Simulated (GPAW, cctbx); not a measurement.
# What do these deviations say about the bonding?

Mg3Sc3Ag2Au, P-62m (no. 189), a = 7.3045 Å, b = 7.3045 Å, c = 4.0844 Å, α = 90.00°, β = 90.00°, γ = 120.00°.

| atom | mult. | x | y | z |
| --- | --- | --- | --- | --- |
| Au1 | 1 | 0 | 0 | 1/2 |
| Ag1 | 2 | 1/3 | 2/3 | 0 |
| Sc1 | 3 | 0 | 0.5959 | 1/2 |
| Mg1 | 3 | 0 | 0.2520 | 0 |

The start was made by putting kin elements into a known structure type; the compound need not exist, or be stable, in this form.

Absolute values of the static structure factors of the conventional cell from DFT (PBE, GPAW) against free spherical atoms, in electrons:

| hkl | d (Å) | free atoms | crystal |
| --- | --- | --- | --- |
| 100 | 6.326 | 29.72 | 29.67 |
| 001 | 4.084 | 10.63 | 10.75 |
| 110 | 3.652 | 125.09 | 124.93 |
| 101 | 3.431 | 92.80 | 92.68 |
| 200 | 3.163 | 48.77 | 48.68 |
| 111 | 2.723 | 54.38 | 54.08 |
| 201 | 2.501 | 139.95 | 139.26 |
| 210 | 2.391 | 40.64 | 40.50 |
| 300 | 2.109 | 165.42 | 164.68 |
| 211 | 2.063 | 104.11 | 103.61 |

**Question.** Which way does charge move, and which reflections show it best?

Project each element's phase sum on the total phase. At low angle |F| should rise if density moves to atoms that scatter in phase and fall if it moves to atoms that scatter against it.

| hkl | Au in phase | Ag in phase | Sc in phase | Mg in phase | change (e) | (%) |
| --- | --- | --- | --- | --- | --- | --- |
| 100 | +1.0 | -1.0 | -0.6 | +1.0 | -0.06 | -0.2 |
| 001 | +1.0 | -2.0 | +3.0 | -3.0 | +0.12 | +1.1 |
| 110 | +1.0 | +2.0 | -1.0 | -1.3 | -0.15 | -0.1 |
| 101 | +1.0 | +1.0 | -0.6 | -1.0 | -0.12 | -0.1 |
| 200 | +1.0 | -1.0 | +1.7 | -1.0 | -0.09 | -0.2 |
| 111 | -0.4 | +0.8 | +2.4 | +1.5 | -0.30 | -0.5 |
| 201 | +1.0 | +1.0 | +1.7 | +1.0 | -0.69 | -0.5 |
| 210 | +0.4 | -0.4 | +1.1 | +1.4 | -0.14 | -0.3 |

Low-angle reflections that set elements apart and change by more than 0.05 e: 100, 001, 110, 101, 200, 111 and 210. The real-space density gives Voronoi charges Au -0.07, Ag -0.08, Sc +0.06, Mg +0.02 e. The signs that these charges predict hold for 100, 200, 111 and 210 and fail for 001, 110 and 101, so the simple rule can't give the direction here. The reflections see the density near the nuclei and the atoms' change of size and shape; Voronoi cells count what crosses the midplanes.
